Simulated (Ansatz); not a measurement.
# G0W0 on several functionals: Y2Ti2O7 (Fd-3m)

How much of the starting functional survives in the G0W0 gap of Y2Ti2O7 (Fd-3m)?

Main program and level: Ansatz 0.2.0; G0W0 on several functionals, plane waves, PAW.

Most raw output is cut from this account.

In doubt: masses and optical values from hybrid runs of this build are listed as unsure (steps 3, 4), which bears on the screening that GW takes from such a start.

### 1. The starting structure

Symmetry: Fd-3m, No. 227, cubic system. Conventional cell: a = 10.099 Å, b = 10.099 Å, c = 10.099 Å, α = 90.00°, β = 90.00°, γ = 90.00°. Y has 8 O at 2.19 to 2.48 Å nearest. Nearest to Ti lie 6 O at 1.96 Å. Nearest to O lie 2 Ti at 1.96 Å and 2 Y at 2.48 Å. O has 4 Y at 2.19 Å nearest. Farther neighbours and most contacts between anions are not listed.

As a file:

```cif
data_structure
_symmetry_space_group_name_H-M 'Fd-3m:1'
_symmetry_Int_Tables_number 227
_cell_length_a 10.0986
_cell_length_b 10.0986
_cell_length_c 10.0986
_cell_angle_alpha 90.000
_cell_angle_beta 90.000
_cell_angle_gamma 90.000
_cell_volume 1029.87
loop_
_atom_site_label
_atom_site_type_symbol
_atom_site_symmetry_multiplicity
_atom_site_Wyckoff_symbol
_atom_site_fract_x
_atom_site_fract_y
_atom_site_fract_z
_atom_site_occupancy
Y1 Y 16 d 0.12500 0.62500 0.12500 1
Ti1 Ti 16 c 0.12500 0.12500 0.12500 1
O1 O 48 f 0.45461 0.25000 0.25000 1
O2 O 8 b 0.00000 0.00000 0.50000 1
```

Geometry: measured cell, ions relaxed with r2SCAN. The runs that relaxed it are not among those shown.

### 2. G0W0 on r2SCAN

Now the one-shot GW correction: screening in the RPA, then the self-energy of the levels asked for. This step takes hard PAW files.

This step: G0W0 on r2SCAN, plane waves, PAW.

input.yaml reads:

```yaml
crystal:
  lattice:
    - [0.0, 5.0493, 5.0493]
    - [5.0493, 0.0, 5.0493]
    - [5.0493, 5.0493, 0.0]
  atoms:
    - { symbol: "Y", position: [0.125, 0.125, 0.125] }
    - { symbol: "Y", position: [0.625, 0.125, 0.125] }
    - { symbol: "Y", position: [0.125, 0.125, 0.625] }
    - { symbol: "Y", position: [0.125, 0.625, 0.125] }
    - { symbol: Ti, position: [0.625, 0.625, 0.625] }
    - { symbol: Ti, position: [0.125, 0.625, 0.625] }
    - { symbol: Ti, position: [0.625, 0.625, 0.125] }
    - { symbol: Ti, position: [0.625, 0.125, 0.625] }
    - { symbol: O, position: [0.5453943878, 0.9546056122, 0.9546056122] }
    - { symbol: O, position: [0.7046056122, 0.2953943878, 0.7046056122] }
    - { symbol: O, position: [0.9546056122, 0.5453943878, 0.5453943878] }
    - { symbol: O, position: [0.2953943878, 0.7046056122, 0.2953943878] }
    - { symbol: O, position: [0.9546056122, 0.5453943878, 0.9546056122] }
    - { symbol: O, position: [0.7046056122, 0.7046056122, 0.2953943878] }
    - { symbol: O, position: [0.5453943878, 0.9546056122, 0.5453943878] }
    - { symbol: O, position: [0.2953943878, 0.2953943878, 0.7046056122] }
    - { symbol: O, position: [0.7046056122, 0.2953943878, 0.2953943878] }
    - { symbol: O, position: [0.9546056122, 0.9546056122, 0.5453943878] }
    - { symbol: O, position: [0.2953943878, 0.7046056122, 0.7046056122] }
    - { symbol: O, position: [0.5453943878, 0.5453943878, 0.9546056122] }
    - { symbol: O, position: [0.0, 0.0, 0.0] }
    - { symbol: O, position: [0.25, 0.25, 0.25] }
kpoints:
  mp_grid: { grid: [4, 4, 4] }
hamiltonian:
  xc: r2scan
  pseudopotentials: { kind: paw, source: ansatz }
scf:
  occupations: { method: fixed }
gw:
  n_empty_bands: 1531
  ecut_chi: 190.0
  qp_bands: [v4, c4]
  qp_kpoints: band_edges
  screening: { model: contour_deformation }
```

Run with:

```
ansatz run input.yaml --threads 32 --pin off --max-ram 129024MiB --backend cuda --events-out ev --progress --plain --runs-dir out --devices 1 --max-vram 157GiB  # rebuilt from the run's record
```

The job ended after 76 s (1 × NVIDIA GB200 with 32 threads of Arm Neoverse V2, shared host; peak memory 16 GiB; 4.1 min of CPU time).

This step gave:

| Quantity | Value |
| --- | --- |
| bands summed | 1619 |
| RPA ε∞ on this mesh (eigenvalues) | 5.055, 5.055, 5.055 |
| plane waves in the screening matrix | 1471 |
| q-points in the mesh | 64 |
| G0W0 gap on the mesh | 4.654 eV |
| k of the valence top | 0, -0.5, -0.5 |
| k of the conduction bottom | 0, 0, 0 |
| starting gap on the mesh | 3.277 eV |
| Z at the valence top | 0.7404 |
| Z at the conduction bottom | 0.7343 |
| least direct G0W0 gap on the computed points | 4.666 eV |

The gap on the mesh goes from 3.28 eV to 4.65 eV, a correction of +1.38 eV. Between the two edge states, bare exchange in place of the xc potential would open the gap by 12.72 eV, and correlation takes back 11.34 eV.

### 3. G0W0 on HSE06

One-shot GW remembers its start. Another functional's orbitals and levels show by how much.

This step: G0W0 on HSE06, plane waves, PAW.

input.yaml, as its differences from that of step 2:

```diff
@@ -31,3 +31,3 @@
 hamiltonian:
-  xc: r2scan
+  xc: hse06
   pseudopotentials: { kind: paw, source: ansatz }
```

It took 6.3 min on 1 × NVIDIA GB200 with 32 threads; peak memory 13 GiB; 30 min of CPU time.

Numbers from this step:

```yaml
bands_summed: 1619
rpa_eps_infinity_on_this_mesh_eigenvalues: 4.222, 4.222, 4.222
plane_waves_in_the_screening_matrix: 1471
q_points_in_the_mesh: 64
g0w0_gap_on_the_mesh: 5.068 eV
k_of_the_valence_top: 0, -0.5, -0.5
k_of_the_conduction_bottom: 0, 0, 0
starting_gap_on_the_mesh: 4.491 eV
z_at_the_valence_top: 0.7703
z_at_the_conduction_bottom: 0.7683
least_direct_g0w0_gap_on_the_computed_points: 5.088 eV
```

Against the run with 4×4×4 mesh, 1531 empty bands, screening to 190 eV, hard PAW files on r2SCAN, the gap moves by +0.41 eV, while the start moved by +1.21 eV.

### 4. G0W0 on PBE0

This step: G0W0 on PBE0, plane waves, PAW.

input.yaml, as its differences from that of step 3:

```diff
@@ -31,3 +31,3 @@
 hamiltonian:
-  xc: hse06
+  xc: pbe0
   pseudopotentials: { kind: paw, source: ansatz }
```

It took 6.1 min on 1 × NVIDIA GB200 with 32 threads; peak memory 12 GiB; 30 min of CPU time.

This step gave:

```
bands summed                                 : 1619
RPA ε∞ on this mesh (eigenvalues)            : 3.959, 3.959, 3.959
plane waves in the screening matrix          : 1471
G0W0 gap on the mesh                         : 5.346 eV
k of the valence top                         : 0, -0.5, -0.5
k of the conduction bottom                   : 0, 0, 0
starting gap on the mesh                     : 5.242 eV
least direct G0W0 gap on the computed points : 5.361 eV
```

Against the run with 4×4×4 mesh, 1531 empty bands, screening to 190 eV, hard PAW files on HSE06, the gap moves by +0.28 eV, while the start moved by +0.75 eV.

### 5. Side by side

All on the 4×4×4 mesh with 1531 empty bands and screening to 190 eV. Times are wall times on 1 × NVIDIA GB200 with 32 threads of Arm Neoverse V2, shared host, good to a factor of about two.

```csv
start,starting gap (eV),shift (eV),G0W0 gap (eV),RPA ε∞ (harmonic mean),"Z (valence, conduction)",time
r2SCAN,3.28,+1.38,4.65,5.05,"0.74, 0.73",76 s
HSE06,4.49,+0.58,5.07,4.22,"0.77, 0.77",6.3 min
PBE0,5.24,+0.10,5.35,3.96,"0.78, 0.78",6.1 min
```

How the two edges are built up, in eV (the quasiparticle level is the starting level plus Σx plus Σc less Vxc):

```csv
run,edge,start,Σx,Σc,Vxc,Z,QP
r2SCAN,valence top,9.33,-26.13,4.23,-21.58,0.74,9.00
r2SCAN,conduction bottom,12.61,-13.47,-7.11,-21.63,0.73,13.66
HSE06,valence top,8.64,-26.16,3.94,-22.22,0.77,8.64
HSE06,conduction bottom,13.13,-13.04,-6.63,-20.24,0.77,13.71
PBE0,valence top,8.25,-26.17,3.81,-22.62,0.78,8.51
PBE0,conduction bottom,13.50,-13.03,-6.47,-19.85,0.78,13.85
```

For a hybrid start, Vxc holds its share of exact exchange.

### 6. Outcome

```json
{
 "G0W0@r2SCAN": "4.65 eV (start 3.28 eV)",
 "G0W0@HSE06": "5.07 eV (start 4.49 eV)",
 "G0W0@PBE0": "5.35 eV (start 5.24 eV)",
 "known limits": "not at the basis limit; no spin-orbit coupling"
}
```

**Reading.** The starting gaps span 1.96 eV and the G0W0 gaps 0.69 eV. Between r2SCAN and PBE0, 0.69 eV of the 1.96 eV survives, 35 %. PBE0 screens less than r2SCAN (ε∞ 3.96 against 5.05). Of the 0.69 eV by which its G0W0 gap is higher, the correlation part gives +1.07 eV, and exchange with the one-particle terms, which follow the orbitals, −0.38 eV. The smallest correction, +0.10 eV, is on PBE0, the start nearest to reproducing itself. Bands and cutoff are finite, so the gap is not at the basis limit. The miss can reach some tenths of an eV and take either sign; the mesh is an error of its own. The many-body steps are scalar-relativistic: spin-orbit coupling is not in them.

[Paths, hosts, dates, memory and timing lines, banners, echoed tables and standing remarks are left out of the program output.]

[Logs are printed without paths, hosts, clocks, repeated set-up lines and the standing remarks that a program may print on its own settings, such as how far it seeks lower states.]

[Runs of the session that timed out or met a known fault of the program may be left out.]

[Cells called generated may have been cut or substituted from an entry of the Crystallography Open Database or the Materials Project.]

[Hosts, paths, dates, database ids (printed as entryN), source tags and the programs' standing remarks are cut or masked in the printed files.]
